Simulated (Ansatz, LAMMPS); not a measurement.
# Glassy 58ZnO-42GeO2 (mol %) (104 atoms) under strain, part 2 of 2

Aim: relax glassy 58ZnO-42GeO2 (mol %) (104 atoms), then change its volume to read the bulk modulus from the stress.

Ansatz 0.2.0; Kohn-Sham DFT, r2SCAN, PAW (set soft_1), plane waves.

The cell: 25 Zn, 18 Ge and 61 O. The quench rate of 200 K/ps is many orders above laboratory rates. The starting topology of bonds comes from the classical model. The Brillouin zone is sampled at Γ only.

So far. Step 2 (Single point at the start): The r.m.s. force at the start is 1.1 eV/Å. Step 3 (Cell and atoms relaxed): The relaxation converged after 11 steps, with a largest force component of 0.028 eV/Å.

### 5. Volume -3 %

The relaxed cell is scaled evenly and the atoms are relaxed again; the stress at the end gives one point of P(V).

input.yaml reads:

```yaml
crystal:
  lattice:
    - [11.01731, -0.19613, 0.0973]
    - [-0.19613, 10.7948, -0.15468]
    - [0.0973, -0.15468, 11.07471]
  atoms:
    [... the 104 atom lines of step 4 ...]
kpoints:
  mp_grid: { grid: [1, 1, 1] }
hamiltonian:
  xc: r2scan
  pseudopotentials: { kind: paw, azcp: { folder: soft_1 } }
scf:
  occupations: { method: fixed }
output:
  forces: true
  eigenvalues: true
  stress: true
relax:
  f_tol: 0.05
  max_steps: 70
```

Launch:

```console
$ ansatz run input.yaml --threads 4 --pin off --max-ram 8192MiB --backend cpu --events-out ev --progress --plain --runs-dir out
```

Numbers of over 12 decimals in the logs are rounded to 6 here.

The log of the run:

```text
Warning: output.stress: scf.convergence.dr2_threshold = 1e-7 eV (the SCF's general default) is looser than the 1.04e-8 eV advised for a printed stress (1e-10 eV for each atom of the cell: 104). What an SCF threshold leaves in a stress goes as its square root, and in the free energy as the threshold itself, and one threshold admits the most on a small cell: [...]
[...]
Crystal: 104 atoms, lattice volume = 1316.326 Å³
Basis set: ecut = 500 eV, 33463 PW (Γ), exchange–correlation on 324×320×324 points (64 copies of the dense FFT grid, shifted against one another)
Bands: 563, of which v1, the nominal top of the filled ones, is band 459 counted from 1 (458 counted from 0)
Symmetry: 1 space group operations
[...]
k-points: 1
[...]
SCF iter   1: F=—  HF=-195315.545316 eV  |F-HF|=—  |Δ(HF+E_count)|=         —  Δρ=1.18e-1  dr2=1.22e2  dr2_τ=7.21e0  ethr=3.10e-3  ⟨swp⟩=5.0  Hψ=1959  notcnv=0  defer=97
[...]
SCF iter   9: F=—  HF=-195284.774142 eV  |F-HF|=—  |Δ(HF+E_count)|=   6.95e-5  Δρ=1.42e-4  dr2=1.54e-4  dr2_τ=7.52e-6  ethr=7.28e-8  ⟨swp⟩=2.0  Hψ=807  notcnv=0  defer=102
SCF iter  10: F=-195284.774117 eV  HF=-195284.774100 eV  |F-HF|=1.77e-5  |Δ(HF+E_count)|=   4.27e-5  Δρ=3.74e-5  dr2=1.60e-5  dr2_τ=5.00e-7  ethr=6.81e-9  ⟨swp⟩=12.0  Hψ=3446  notcnv=0
SCF 1 converged in 10 iterations: F = -195284.774117 eV  dr2 = 1.60e-5
[...]
relax step   1: F+E_penalty+E_count = -195284.77411722 eV  Δ(F+E_penalty+E_count) = +0.000e0 eV  max|allowed force component| = 4.179e-1 eV/Å  Δτ_max = 0.0000 Å  (10 SCF iters, dr2 threshold 6.25e-5 eV, accepted)
[...]
relax step   2: F+E_penalty+E_count = -195284.95336757 eV  Δ(F+E_penalty+E_count) = -1.793e-1 eV  max|allowed force component| = 2.492e-1 eV/Å  Δτ_max = 0.0332 Å  (6 SCF iters, dr2 threshold 1.09e-5 eV, accepted)
[...]
relax step   3: F+E_penalty+E_count = -195285.05947677 eV  Δ(F+E_penalty+E_count) = -1.061e-1 eV  max|allowed force component| = 8.789e-2 eV/Å  Δτ_max = 0.0483 Å  (8 SCF iters, dr2 threshold 3.88e-6 eV, accepted)
relax step   4: F+E_penalty+E_count = -195285.02950099 eV  Δ(F+E_penalty+E_count) = +2.998e-2 eV  max|allowed force component| = 2.174e-1 eV/Å  Δτ_max = 0.2000 Å  (11 SCF iters, rejected (line search))
relax step   5: F+E_penalty+E_count = -195285.08559634 eV  Δ(F+E_penalty+E_count) = -2.612e-2 eV  max|allowed force component| = 5.950e-2 eV/Å  Δτ_max = 0.0712 Å  (10 SCF iters, accepted)
relax step   6: F+E_penalty+E_count = -195285.08832405 eV  Δ(F+E_penalty+E_count) = -2.728e-3 eV  max|allowed force component| = 7.576e-2 eV/Å  Δτ_max = 0.0576 Å  (9 SCF iters, accepted)
relax step   7: F+E_penalty+E_count = -195285.09100837 eV  Δ(F+E_penalty+E_count) = -2.684e-3 eV  max|allowed force component| = 3.656e-2 eV/Å  Δτ_max = 0.0341 Å  (7 SCF iters, dr2 threshold 2.63e-6 eV, accepted)
[...]
relax step   8: F+E_penalty+E_count = -195285.09100844 eV  Δ(F+E_penalty+E_count) = -7.526e-8 eV  max|allowed force component| = 3.651e-2 eV/Å  Δτ_max = 0.0000 Å  (3 SCF iters, accepted)
[...]
SCF iter   2: F=-195285.091009 eV  HF=-195285.091008 eV  |F-HF|=2.01e-9  |Δ(HF+E_count)|=   1.69e-8  Δρ=1.09e-6  dr2=1.83e-8  dr2_τ=9.00e-10  ethr=8.66e-12  ⟨swp⟩=4.0  Hψ=1516  notcnv=0
SCF 9 converged in 2 iterations: F = -195285.091009 eV  dr2 = 1.83e-8
SCF converged after 2 iterations
Free energy (F): -195285.091009 eV
[...]
Internal energy: -195285.091009 eV  (E = F + TS)
E sigma→0 (E₀):  -195285.091009 eV
Fermi energy:    5.909209 eV
[...]
Σ components = -195285.091009   (vs F -195285.091009, Δ=0.00e0)
--- Forces (eV/Å), atoms counted from 1 ---
  atom   1  Zn     0.00587602     0.02948947     0.01335550
  atom   2  Zn    -0.02344436    -0.00712795     0.00220673
  atom   3  Zn     0.00558290    -0.00858307     0.02464626
  atom   4  Zn    -0.02045906    -0.02336204     0.00631439
[...]
atom 104  O      0.00233047     0.00661700     0.00456694
  max |Σ_I F_I| component: 1.67e-4 eV/Å
--- Stress (GPa, compression-positive) ---
        2.284650      -0.047533       0.218329
       -0.047526       2.317358      -0.041872
        0.218330      -0.041868       2.585949
  P = ⅓ Tr σ = 2.3960 GPa (23.960 kbar)
--- Band table (eV) ---
[...]
--- Relaxed structure (8 steps of the walk, 7 accepted, 0 SCFs on fresh bases) ---
  F+E_penalty+E_count = -195285.09100844 eV   max|allowed force component| = 3.651e-2 eV/Å
  atoms:
    - { symbol: Zn, position: [0.313091, 0.053842, 0.654761] }
    - { symbol: Zn, position: [0.321766, 0.563660, 0.865116] }
    - { symbol: Zn, position: [0.926817, 0.378314, 0.854079] }
    - { symbol: Zn, position: [0.748836, 0.257027, 0.515778] }
[...]
- { symbol: O, position: [0.457878, 0.553008, 0.966833] }
```

It took 9.1 min on 4 threads of Arm Neoverse V1, shared host; peak memory 4.1 GiB.

The program notes that the SCF threshold is loose for the stress.

The relaxation converged after 8 steps, 0.317 eV below its start, with a largest force component of 0.037 eV/Å.

Volume -3 %: the energy stands 0.298 eV above that of the reference, at a pressure of 2.40 GPa.

### 6. Volume +3 %

The relaxed cell is scaled to another volume.

input.yaml, the sections that differ from step 5:

```yaml
crystal:
  lattice:
    - [11.23994, -0.20009, 0.09926]
    - [-0.20009, 11.01294, -0.15781]
    - [0.09926, -0.15781, 11.2985]
  atoms:
    [... the 104 atom lines of step 4 ...]
# kpoints, hamiltonian, scf, output, relax: as in step 5
```

The log of the run:

```text
[...]
Crystal: 104 atoms, lattice volume = 1397.748 Å³
Basis set: ecut = 500 eV, 35485 PW (Γ), exchange–correlation on 360×324×360 points (64 copies of the dense FFT grid, shifted against one another)
Bands: 563, of which v1, the nominal top of the filled ones, is band 459 counted from 1 (458 counted from 0)
Symmetry: 1 space group operations
[...]
k-points: 1
[...]
SCF iter   1: F=—  HF=-195314.557477 eV  |F-HF|=—  |Δ(HF+E_count)|=         —  Δρ=1.14e-1  dr2=1.17e2  dr2_τ=5.99e0  ethr=3.10e-3  ⟨swp⟩=5.0  Hψ=1960  notcnv=0  defer=97
[...]
SCF iter   9: F=—  HF=-195284.830313 eV  |F-HF|=—  |Δ(HF+E_count)|=   1.20e-4  Δρ=1.18e-4  dr2=1.25e-4  dr2_τ=7.02e-6  ethr=7.54e-8  ⟨swp⟩=2.0  Hψ=828  notcnv=0  defer=102
SCF iter  10: F=-195284.830299 eV  HF=-195284.830282 eV  |F-HF|=1.64e-5  |Δ(HF+E_count)|=   3.08e-5  Δρ=3.67e-5  dr2=1.73e-5  dr2_τ=5.18e-7  ethr=6.81e-9  ⟨swp⟩=12.0  Hψ=3212  notcnv=0
SCF 1 converged in 10 iterations: F = -195284.830299 eV  dr2 = 1.73e-5
[...]
relax step   1: F+E_penalty+E_count = -195284.83029876 eV  Δ(F+E_penalty+E_count) = +0.000e0 eV  max|allowed force component| = 3.651e-1 eV/Å  Δτ_max = 0.0000 Å  (10 SCF iters, dr2 threshold 6.25e-5 eV, accepted)
[...]
relax step   2: F+E_penalty+E_count = -195284.99016971 eV  Δ(F+E_penalty+E_count) = -1.599e-1 eV  max|allowed force component| = 2.075e-1 eV/Å  Δτ_max = 0.0339 Å  (7 SCF iters, dr2 threshold 8.33e-6 eV, accepted)
[...]
relax step   3: F+E_penalty+E_count = -195285.07999784 eV  Δ(F+E_penalty+E_count) = -8.983e-2 eV  max|allowed force component| = 9.601e-2 eV/Å  Δτ_max = 0.0419 Å  (8 SCF iters, dr2 threshold 2.69e-6 eV, accepted)
relax step   4: F+E_penalty+E_count = -195285.07640744 eV  Δ(F+E_penalty+E_count) = +3.590e-3 eV  max|allowed force component| = 1.740e-1 eV/Å  Δτ_max = 0.1127 Å  (11 SCF iters, rejected (line search))
relax step   5: F+E_penalty+E_count = -195285.10244229 eV  Δ(F+E_penalty+E_count) = -2.244e-2 eV  max|allowed force component| = 6.927e-2 eV/Å  Δτ_max = 0.0534 Å  (9 SCF iters, accepted)
relax step   6: F+E_penalty+E_count = -195285.10128723 eV  Δ(F+E_penalty+E_count) = +1.155e-3 eV  max|allowed force component| = 1.251e-1 eV/Å  Δτ_max = 0.1000 Å  (10 SCF iters, rejected (line search))
relax step   7: F+E_penalty+E_count = -195285.10832112 eV  Δ(F+E_penalty+E_count) = -5.879e-3 eV  max|allowed force component| = 5.528e-2 eV/Å  Δτ_max = 0.0370 Å  (9 SCF iters, accepted)
[...]
relax step   8: F+E_penalty+E_count = -195285.11032732 eV  Δ(F+E_penalty+E_count) = -2.006e-3 eV  max|allowed force component| = 1.349e-2 eV/Å  Δτ_max = 0.0204 Å  (9 SCF iters, accepted)
[...]
SCF iter   2: F=-195285.110327 eV  HF=-195285.110327 eV  |F-HF|=2.24e-9  |Δ(HF+E_count)|=   3.61e-9  Δρ=5.02e-7  dr2=3.71e-9  dr2_τ=6.53e-11  ethr=1.02e-12  ⟨swp⟩=2.0  Hψ=1026  notcnv=0
SCF 9 converged in 2 iterations: F = -195285.110327 eV  dr2 = 3.71e-9
SCF converged after 2 iterations
Free energy (F): -195285.110327 eV
[...]
Internal energy: -195285.110327 eV  (E = F + TS)
E sigma→0 (E₀):  -195285.110327 eV
Fermi energy:    5.075006 eV
[...]
Σ components = -195285.110327   (vs F -195285.110327, Δ=0.00e0)
--- Forces (eV/Å), atoms counted from 1 ---
  atom   1  Zn    -0.00730248     0.00264270     0.00288220
  atom   2  Zn     0.00064587    -0.00266314    -0.00515752
  atom   3  Zn    -0.00054966     0.00244853    -0.00122322
  atom   4  Zn     0.00765150     0.00593989    -0.00623545
[...]
atom 104  O      0.00197069    -0.00177191     0.00494719
  max |Σ_I F_I| component: 4.04e-5 eV/Å
--- Stress (GPa, compression-positive) ---
       -1.971072       0.051297      -0.175293
        0.051291      -2.070975      -0.033790
       -0.175287      -0.033790      -2.194361
  P = ⅓ Tr σ = -2.0788 GPa (-20.788 kbar)
--- Band table (eV) ---
[...]
--- Relaxed structure (8 steps of the walk, 6 accepted, 0 SCFs on fresh bases) ---
  F+E_penalty+E_count = -195285.11032732 eV   max|allowed force component| = 1.349e-2 eV/Å
  atoms:
    - { symbol: Zn, position: [0.323144, 0.051121, 0.644314] }
    - { symbol: Zn, position: [0.324291, 0.567158, 0.863752] }
    - { symbol: Zn, position: [0.927933, 0.380065, 0.856856] }
    - { symbol: Zn, position: [0.737892, 0.266996, 0.511975] }
[...]
- { symbol: O, position: [0.458273, 0.553623, 0.966955] }
```

Wall time 11 min (4 threads); peak memory 4.6 GiB.

The relaxation converged after 8 steps, 0.280 eV below its start, with a largest force component of 0.013 eV/Å.

Volume +3 %: the energy stands 0.279 eV above that of the reference, at a pressure of -2.08 GPa.

### 7. Volume -6 %

The relaxed cell is scaled to another volume.

Input and log are left out; they have the form of those shown for this kind of step.

Wall time 15 min (4 threads of Arm Neoverse V1, shared host); peak memory 4 GiB.

The relaxation converged after 14 steps, 1.41 eV below its start, with a largest force component of 0.032 eV/Å.

Volume -6 %: the energy stands 1.20 eV above that of the reference, at a pressure of 4.68 GPa.

### 8. Volume +6 %

The relaxed cell is scaled to another volume.

Input and log are left out; they have the form of those shown for this kind of step.

Wall time 7.3 min (4 threads of Arm Neoverse V1, shared host); peak memory 4.9 GiB.

The relaxation was stopped at its limit after 6 steps, 1.17 eV below its start, with a largest force component of 0.068 eV/Å.

Volume +6 %: the energy stands 0.948 eV above that of the reference.

### 9. Pressure against volume

Atoms are relaxed at each volume, in the scaled cell.

```
volume change (%)  volume (Å³/atom)  energy change (meV/atom)  pressure (GPa)  largest move on relaxing (Å)  bonds  gap (eV)
               -6            12.266                     11.58            4.68                          0.51    177                1.79
               -3            12.657                      2.87            2.40                          0.14    176                1.80
               +0            13.048                      0.00           -0.01                             -    175                1.77
               +3            13.440                      2.68           -2.08                          0.13    174                1.76
```

### 10. Outcome

The bulk modulus, from the slope of pressure against ln V over the three points nearest the relaxed volume, is 74.6 GPa; between neighbouring points the slope runs 73, 79 and 70 GPa from the smallest volume up, without a steady fall, so no pressure derivative is given. The count of bonds runs from 174 to 177 over the series, so at some points contacts cross the cutoffs. At -6 % some atom moved by over 0.5 Å on relaxing, so that point may sit in another local minimum. The gap goes from 1.79 eV at the smallest volume to 1.76 eV at the largest, -0.4 eV per unit of ln V by a straight line, not monotonically (lowest 1.76, highest 1.80 eV), on the run's k-points.

**Limits.** Strains are finite and relaxations stop at the force tolerance of the input, which can leave moduli too stiff; they are those of a static cell at zero temperature. Volumes are changed with the cell's shape held, so in an anisotropic solid the modulus lies over the one under free hydrostatic load. The program notes that the SCF threshold of the relaxations is loose for the stress.

The DFT runs together took 58 min of wall time.

[Logs are printed without paths, hosts, clocks, repeated set-up lines and the standing remarks that a program may print on its own settings, such as how far it seeks lower states.]

[Hosts, paths, dates, database ids (printed as entryN), source tags and the programs' standing remarks are cut or masked in the printed files.]
